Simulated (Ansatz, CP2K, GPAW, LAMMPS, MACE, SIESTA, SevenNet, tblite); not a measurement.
# Liquid Cu at 1420 K (97 atoms) in SIESTA

How do the settings of SIESTA change the result for liquid Cu at 1420 K (97 atoms)? A plane-wave run serves as the yardstick.

Calculated with SIESTA 5.4.2; the method is named at each step.

In doubt: a PseudoDojo file used here is known to give poor structures and forces (step 2), which bears on pressures, cells, forces and phonons.

## 1. Set-up

The cell holds 97 atoms: 97 Cu. Its edges and angles: a = 10.871 Å, b = 10.871 Å, c = 10.871 Å, α = 90.0°, β = 90.0°, γ = 90.0°. 97 atoms (97 Cu) placed at random at 7.97 g/cm³, melted at 1920 K for 20 ps at fixed volume with the EAM Cu potential (Mishin et al., Phys. Rev. B 63, 224106 (2001)). Snapshot at the end of a hold of 20 ps at 1420 K and fixed volume.

The yardstick, on the same geometry:

```
method                 : Kohn-Sham DFT, PBE, PAW, plane waves (Ansatz 0.2.0); cutoff 420 eV, Γ point, fermi-dirac smearing of 0.05 eV; PAW set soft_2
r.m.s. force component : 0.8401 eV/Å
longest force          : 3.937 eV/Å
pressure               : 2.195 GPa
SCF cycles             : 12
time                   : 64 s on 4 threads of Intel Xeon 6975P-C (Granite Rapids), shared host
CPU time               : 4 min
```

## 2. PBE, DZP, shift 0.01 Ry, mesh 500 Ry

Method: Kohn-Sham DFT, PBE, PseudoDojo 0.4.1 norm-conserving pseudopotentials (converted to PSML), numerical atomic orbitals (DZP), diagonalisation.

The .psml files are PseudoDojo norm-conserving potentials that we converted to this format, checked against plane waves on the same files for H, C, O, Si, Ge and Ca alone.

Input file input.fdf:

```
SystemLabel cell
NumberOfAtoms 97
NumberOfSpecies 1
%block ChemicalSpeciesLabel
  1 29 Cu
%endblock ChemicalSpeciesLabel
LatticeConstant 1.0 Ang
%block LatticeVectors
  10.87110 0.00000 0.00000
  0.00000 10.87110 0.00000
  0.00000 0.00000 10.87110
%endblock LatticeVectors
PAO.BasisSize DZP
PAO.EnergyShift 0.01 Ry
XC.Functional GGA
XC.Authors PBE
MeshCutoff 500 Ry
%block kgrid_Monkhorst_Pack
  1 0 0 0.0
  0 1 0 0.0
  0 0 1 0.0
%endblock kgrid_Monkhorst_Pack
SolutionMethod diagon
OccupationFunction FD
ElectronicTemperature 580 K
SCF.Mixer.Method Pulay
SCF.Mixer.Weight 0.05
SCF.Mixer.History 8
SCF.Mix Hamiltonian
MaxSCFIterations 300
SCF.DM.Tolerance 1e-04
SCF.H.Tolerance 1.0e-3 eV
WriteForces T
Write.HirshfeldPop T
Write.VoronoiPop T
Write.DM F
Write.H F
XML.Write F
AtomicCoordinatesFormat Fractional
%block AtomicCoordinatesAndAtomicSpecies
  0.24430 0.30340 0.16599 1
  0.89204 0.83517 0.86939 1
  0.42694 0.45089 0.26805 1
  0.61802 0.91817 0.54092 1
  0.16198 0.17808 0.01657 1
  0.79261 0.44121 0.40590 1
  0.32704 0.91396 0.23206 1
  0.39702 0.87133 0.55707 1
  0.39413 0.48248 0.49550 1
  0.53253 0.67786 0.52120 1
  0.36696 0.66013 0.64601 1
  0.49190 0.98385 0.87260 1
  0.55368 0.04104 0.35633 1
  0.59366 0.54731 0.71691 1
  0.19792 0.25318 0.79918 1
  0.09093 0.93957 0.92930 1
  0.47065 0.80894 0.00791 1
  0.13866 0.54007 0.00845 1
  0.07423 0.02617 0.51642 1
  0.61171 0.68592 0.89593 1
  0.68227 0.48811 0.18917 1
  0.19739 0.41144 0.60368 1
  0.84953 0.65722 0.30092 1
  0.80379 0.69388 0.02019 1
  0.03273 0.53018 0.21322 1
  0.52358 0.02128 0.10464 1
  0.70316 0.88398 0.95564 1
  0.94629 0.85601 0.26687 1
  0.39056 0.13504 0.22589 1
  0.47037 0.03947 0.67002 1
  0.49870 0.56552 0.05947 1
  0.14153 0.52046 0.78843 1
  0.87664 0.91825 0.08308 1
  0.12174 0.74774 0.81594 1
  0.19601 0.20388 0.57925 1
  0.00607 0.12954 0.87048 1
  0.22096 0.02511 0.69050 1
  0.80798 0.00808 0.39522 1
  0.41964 0.18551 0.90185 1
  0.17346 0.52327 0.36039 1
  0.81731 0.27927 0.53966 1
  0.54866 0.78243 0.74470 1
  0.77044 0.61629 0.49894 1
  0.31247 0.41666 0.95840 1
  0.36619 0.44278 0.72766 1
  0.74901 0.50150 0.85972 1
  0.52409 0.29490 0.13309 1
  0.87856 0.49189 0.06532 1
  0.36144 0.81783 0.81151 1
  0.66725 0.35423 0.68353 1
  0.67746 0.22130 0.27509 1
  0.95475 0.64308 0.61226 1
  0.44159 0.25877 0.62202 1
  0.85040 0.36088 0.22706 1
  0.03658 0.36893 0.91117 1
  0.10528 0.95230 0.15802 1
[... 37 atom lines left out ...]
  0.76755 0.70960 0.70435 1
  0.27516 0.53472 0.15264 1
  0.00944 0.70233 0.06395 1
  0.90730 0.18026 0.03932 1
%endblock AtomicCoordinatesAndAtomicSpecies
```

The run is started by

```sh
OMP_NUM_THREADS=1 mpirun -np 4 siesta < input.fdf > output.txt
```

Log:

```text
Version         : 5.4.2
reinit: System Name:
reinit: System Label: cell
initatom: Reading input for the pseudopotentials and atomic orbitals ----------
Species number:   1 Atomic number:   29 Label: Cu
Ground state valence configuration (from tables):   4s01  4p00  3d10  4f00
---- Processing specs for species: Cu
GGA--PBE XC_GGA_X_PBE--XC_GGA_C_PBE pb
Semicore shell(s) with  8 electrons included in the valence for Cu
Semicore shell(s): 3s 3p
Fallback to non-perturbative polarization scheme for Cu
Please see the manual if this is not desired in principle
Cu pseudopotential only contains V_ls up to l=2 -- lmxkb reset.
Using PAO.SplitTailNorm
%block ChemicalSpeciesLabel
    1   29 Cu                      # Species index, atomic number, species label
%endblock ChemicalSpeciesLabel
%block PAO.Basis                 # Define Basis set
Cu                    5                    # Species label, number of l-shells
 n=3   0   1                         # n, l, Nzeta
   2.152
   1.000
 n=4   0   2                         # n, l, Nzeta
   6.292      4.520
   1.000      1.000
 n=3   1   1                         # n, l, Nzeta
   2.384
   1.000
 n=4   1   1                         # n, l, Nzeta
   6.292
   1.000
 n=3   2   2                         # n, l, Nzeta
   4.057      2.474
   1.000      1.000
%endblock PAO.Basis
coor:   Atomic-coordinates input format  =     Fractional
siesta: System type = bulk
initatomlists: Number of atoms, orbitals, and projectors:     97  1843  1746
siesta: ******************** Simulation parameters ****************************
Total number of electrons:  1843.000000
Total ionic charge:  1843.000000
 Kpoints in:            1 . Kpoints trimmed:            1
siesta: k-grid: Number of k-points = 1
siesta: k-points from Monkhorst-Pack grid
siesta: k-cutoff (effective) =     5.436 Ang
siesta: k-point supercell and displacements
siesta: k-grid:     1     0     0      0.000
siesta: k-grid:     0     1     0      0.000
siesta: k-grid:     0     0     1      0.000
                     ====================================
                        Single-point calculation
                     ====================================
outcell: Unit cell vectors (Ang):
       10.871100    0.000000    0.000000
        0.000000   10.871100    0.000000
        0.000000    0.000000   10.871100
outcell: Cell vector modules (Ang)   :   10.871100   10.871100   10.871100
outcell: Cell angles (23,13,12) (deg):     90.0000     90.0000     90.0000
outcell: Cell volume (Ang**3)        :   1284.7555
Gamma-point calculation with multiply-connected orbital pairs
Gamma-point calculation with multiply-connected orbital pairs
Folding of H and S implicitly performed
Folding of H and S implicitly performed
new_DM -- step:     1
Initializing Density Matrix...
Attempting to read DM from file... Failed...
DM filled with atomic data:
InitMesh: MESH = 150 x 150 x 150 = 3375000
InitMesh: Mesh cutoff (required, used) =   500.000   526.184 Ry
stepf: Fermi-Dirac step function
        iscf     Eharris(eV)        E_KS(eV)     FreeEng(eV)     dDmax    Ef(eV) dHmax(eV)
   scf:    1  -495061.775258  -498655.406243  -498656.586883  4.192481  3.494775 41.361910
   scf:    2  -499329.443773  -499135.798208  -499136.839600  1.381924  2.564657 50.224218
   scf:    3  -499456.337169  -499436.006860  -499436.950651  0.467831  2.056336 34.969155
   scf:    4  -500693.642551  -500278.288374  -500278.908153  1.974448 -0.525212  9.114603
   scf:    5  -500329.647124  -500314.810341  -500315.371126  0.288455 -1.015989  2.290430
   scf:    6  -500316.759900  -500316.002663  -500316.568158  0.032692 -1.082975  1.401597
   scf:    7  -500317.445162  -500316.844131  -500317.423896  0.031648 -1.121935  1.174272
   scf:    8  -500317.926554  -500317.448024  -500318.044394  0.051821 -1.139819  0.741668
   scf:    9  -500317.944247  -500317.751716  -500318.365444  0.047591 -1.180173  0.267620
   scf:   10  -500317.849076  -500317.810002  -500318.433287  0.022232 -1.208353  0.161190
   scf:   11  -500317.848230  -500317.830572  -500318.456963  0.006266 -1.219509  0.126184
   scf:   12  -500317.858984  -500317.846285  -500318.479015  0.011822 -1.244349  0.097475
[...]
scf:   19  -500317.862452  -500317.862316  -500318.501378  0.000072 -1.300783  0.003027
   scf:   20  -500317.862776  -500317.862549  -500318.501409  0.000190 -1.300953  0.002754
   scf:   21  -500317.862809  -500317.862679  -500318.501418  0.000147 -1.300854  0.002087
   scf:   22  -500317.862972  -500317.862827  -500318.501424  0.000138 -1.300787  0.000893
   scf:   23  -500317.862871  -500317.862849  -500318.501425  0.000050 -1.300901  0.000788
SCF Convergence by DM+H criterion
max |DM_out - DM_in|         :     0.0000504131
max |H_out - H_in|      (eV) :     0.0007883157
SCF cycle converged after 23 iterations
Using DM_out to compute the final energy and forces
siesta: E_KS(eV) =          -500317.8628
siesta: E_KS - E_eggbox =   -500317.8628
siesta: Atomic forces (eV/Ang):
     1    2.096949    1.105855    0.239242
     2    0.891610   -0.470448    0.659177
     3    0.377273   -0.236396    0.408501
     4    0.844465   -0.054099    0.278062
     5    0.073387   -0.616568    0.025845
     6    0.527276   -0.656807   -0.742999
     7   -0.740563    0.663134   -0.848647
     8   -1.042508   -0.230231    1.028759
     9   -1.118068    0.251401    0.268617
    10    1.158345    0.574468    0.471861
    11   -0.507448   -0.303657    0.994844
    12    1.488758    0.061357    0.293364
[...]
93   -0.645631   -0.128546    0.052839
    94   -0.612129    0.395164    0.382548
    95   -0.036679   -0.739273    0.305003
    96   -0.198077    1.326801   -0.530813
    97   -1.063998    0.815585    0.493478
----------------------------------------
   Tot    0.009280   -0.015502    0.002476
----------------------------------------
   Max    3.365873
   Res    0.848567    sqrt( Sum f_i^2 / 3N )
----------------------------------------
   Max    3.365873    constrained
Stress tensor Voigt[x,y,z,yz,xz,xy] (kbar):       26.27       34.06       15.28       -8.90       -4.36        8.83
(Free)E + p*V (eV/cell)  -500338.7114
Target enthalpy (eV/cell)  -500318.5014
siesta: Program's energy decomposition (eV):
siesta: Ebs     =    -68149.638855
siesta: Eions   =    614054.964566
siesta: Ena     =     29667.450521
siesta: Ekin    =    229489.718278
siesta: Enl     =    -88062.206557
siesta: DEna    =      3921.625084
siesta: DUscf   =       230.764594
siesta: Ex      =    -58424.196332
siesta: Ec      =     -3086.053870
siesta: Exc     =    -61510.250202
siesta: Eharris =   -500317.862871
siesta: Etot    =   -500317.862849
siesta: FreeEng =   -500318.501425
siesta: Final energy (eV):
siesta:  Band Struct. =  -68149.638855
siesta:       Kinetic =  229489.718278
siesta:       Hartree =  165371.216589
siesta:         Exch. =  -58424.196332
siesta:         Corr. =   -3086.053870
siesta:   Exch.-corr. =  -61510.250202
siesta:  Ion-electron = -564784.477761
siesta:       Ion-ion = -268884.069753
siesta:         Total = -500317.862849
siesta:         Fermi =      -1.300901
siesta: Stress tensor (static) (eV/Ang**3):
siesta:     0.016399    0.005514   -0.002723
siesta:     0.005514    0.021258   -0.005554
siesta:    -0.002722   -0.005554    0.009535
siesta: Cell volume =       1284.755460 Ang**3
siesta: Pressure (static):
siesta:                Solid            Molecule  Units
siesta:          -0.00017133         -0.00019654  Ry/Bohr**3
siesta:          -0.01573057         -0.01804564  eV/Ang**3
siesta:         -25.20314989        -28.91230392  kBar
    Orbital volume contribution        =          52.304591 eV
    (Free)E + p_basis*V_orbitals       =     -500266.196835 eV
    (Free)Eharris+ p_basis*V_orbitals  =     -500266.196856 eV
Hirshfeld Atomic Populations:
Atom #   charge [q] valence [e]  Species
     1    -0.002418   19.002418  Cu
     2    -0.003973   19.003973  Cu
     3    -0.006607   19.006607  Cu
     4     0.012412   18.987588  Cu
     5    -0.010519   19.010519  Cu
     6    -0.006864   19.006864  Cu
     7    -0.001474   19.001474  Cu
     8     0.007547   18.992453  Cu
     9    -0.000890   19.000890  Cu
    10    -0.002632   19.002632  Cu
    11    -0.003798   19.003798  Cu
    12    -0.011935   19.011935  Cu
[...]
--------------------
 Total    -0.000209
Voronoi Atomic Populations:
Atom #   charge [q] valence [e]  Species
[...]
93     0.009018   18.990982  Cu
    94    -0.001829   19.001829  Cu
    95    -0.000996   19.000996  Cu
    96    -0.002429   19.002429  Cu
    97     0.002509   18.997491  Cu
--------------------
 Total    -0.000209
```

Run time: 3.6 min. Hardware: 4 MPI ranks of Intel Xeon 6975P-C (Granite Rapids), shared host; peak memory 2.6 GiB.

Banners, paths, timers and routine set-up lines are dropped from the logs unmarked, and long logs keep their key lines alone; longer cuts are marked.

Numbers from this run, and their distance from the reference:

| Item | Value |
| --- | --- |
| r.m.s. force component | 0.8486 eV/Å |
| r.m.s. difference of force components | 88.71 meV/Å |
| longest difference of force vectors | 300.9 meV/Å |
| force difference over r.m.s. force | 10.56 % |
| slope of forces against the reference's | 1.005 |
| correlation of force components | 0.9945 |
| pressure | -2.52 GPa |
| pressure difference | -4.715 GPa |

This run lies far from the reference in forces at the same functional.

A closer look about Cu37, whose charge lies farthest from its element's mean: 14 atoms, nearest first, numbered in the order of the input, with positions taken from that point.

| atom | x | y | z | distance (Å) | bonds | Hirshfeld charge (e) | Fx | Fy | Fz (eV/Å) |
| --- | --- | --- | --- | --- | --- | --- | --- | --- | --- |
| Cu37 | 0.00 | 0.00 | 0.00 | 0.00 | 11 | 0.03 | 0.30 | -0.93 | 0.96 |
| Cu35 | -0.27 | 1.94 | -1.21 | 2.31 | 9 | -0.01 | 0.28 | 0.21 | -0.71 |
| Cu19 | -1.60 | 0.01 | -1.89 | 2.48 | 12 | 0.01 | -1.05 | 1.90 | -0.35 |
| Cu60 | -2.53 | -0.72 | 0.41 | 2.66 | 11 | 0.00 | 0.87 | 0.08 | -0.47 |
| Cu30 | 2.71 | 0.16 | -0.22 | 2.72 | 11 | 0.00 | 0.01 | 0.27 | -0.32 |
| Cu15 | -0.25 | 2.48 | 1.18 | 2.76 | 11 | 0.01 | 0.61 | 0.35 | -0.20 |
| Cu84 | 0.83 | 0.44 | -2.71 | 2.86 | 13 | 0.01 | 0.92 | -0.03 | 0.02 |
| Cu79 | -1.49 | -2.14 | -1.20 | 2.87 | 9 | 0.00 | 1.01 | -0.82 | 1.46 |
| Cu8 | 1.91 | -1.67 | -1.45 | 2.93 | 11 | 0.01 | -1.04 | -0.23 | 1.03 |
| Cu49 | 1.53 | -2.25 | 1.32 | 3.02 | 12 | -0.01 | -2.24 | 1.21 | -0.20 |
| Cu16 | -1.41 | -0.93 | 2.60 | 3.10 | 11 | 0.00 | 0.13 | -0.47 | 0.38 |
| Cu62 | -2.46 | 1.94 | -0.20 | 3.14 | 13 | 0.00 | 0.03 | 0.44 | -0.84 |
| Cu36 | -2.34 | 1.14 | 1.96 | 3.25 | 8 | 0.00 | 0.29 | -0.47 | -1.03 |
| Cu75 | 0.81 | -0.32 | 3.13 | 3.25 | 10 | 0.01 | 0.29 | -0.25 | 0.57 |

Forces lie 11 % from the reference's, at 3.6 times its CPU time.

[end of part 1 of 2]

[Also dropped from logs without a mark: logging warnings of Python, and SIESTA's first energy breakdown and zero terms.]

[Logs are printed without paths, hosts, clocks, repeated set-up lines and the standing remarks that a program may print on its own settings, such as how far it seeks lower states.]

[Hosts, paths, dates, database ids (printed as entryN), source tags and the programs' standing remarks are cut or masked in the printed files.]
